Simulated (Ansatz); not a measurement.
Ti2CO2/Ti2CO2 (MXene multilayer), computed twice by G0W0.

The cell holds 10 atoms: 2 C, 4 Ti and 4 O. Its edges and angles: a = 3.012 Å, b = 3.012 Å, c = 45.700 Å, α = 90.0°, β = 90.0°, γ = 120.0°. It derives from C1O2Ti2. Regions: layer 1 (Ti2CO2), 5 atoms (1 C, 2 Ti and 2 O); layer 2 (Ti2CO2), 5 atoms (1 C, 2 Ti and 2 O). Vacuum lies along c.

```xyz
10
Lattice="3.0123 0.0000 0.0000 -1.5062 2.6088 0.0000 0.0000 0.0000 45.7000" Properties=species:S:1:pos:R:3
C     0.0000    0.0000   19.4273
Ti    0.0000    1.7392   20.7280
Ti    1.5062    0.8696   18.1273
O     1.5062    0.8696   21.6308
O     0.0000    1.7392   17.2142
C     0.0000    0.0000   26.2727
Ti    0.0000    1.7392   27.5727
Ti    1.5062    0.8696   24.9720
O     1.5062    0.8696   28.4858
O     0.0000    1.7392   24.0692
```

The structure was relaxed with PBE-D3(BJ). The runs that relaxed it are not among those shown.

The first (Ansatz 0.2.0; start PBE, 9×9×1 mesh, 477 empty bands, screening to 70 eV, PAW set soft_1 files; 1 × NVIDIA H100 80GB HBM3 (shared by 6 runs) with 3 threads of AMD EPYC 7R13 (Zen 3), shared host) gave, on its mesh: starting gap 0.21 eV, G0W0 gap 1.00 eV, mean of 1 + 4πα/V (set by the cell height) 7.42, 72 s.

**Question.** The second changes empty bands from 477 to 191 and screening cutoff (eV) from 70.0 to 38. What does it give?

It gave: starting gap 0.21 eV, G0W0 gap 0.95 eV, mean of 1 + 4πα/V (set by the cell height) 7.42, 36 s. The G0W0 gap moves by −0.05 eV, +0.00 eV from the start and −0.05 eV from the correction. Σc changes by +0.29 eV at the valence top and +0.24 eV at the conduction bottom, and Σx − Vxc between them by +0.00 eV.

Limits: not at the basis limit; coarse mesh for a sheet.

[Paths, hosts, dates, memory and timing lines, banners, echoed tables and standing remarks are left out of the program output.]

[Logs are printed without paths, hosts, clocks, repeated set-up lines and the standing remarks that a program may print on its own settings, such as how far it seeks lower states.]

[Runs of the session that timed out or met a known fault of the program may be left out.]

[Cells called generated may have been cut or substituted from an entry of the Crystallography Open Database or the Materials Project.]

[Hosts, paths, dates, database ids (printed as entryN), source tags and the programs' standing remarks are cut or masked in the printed files.]
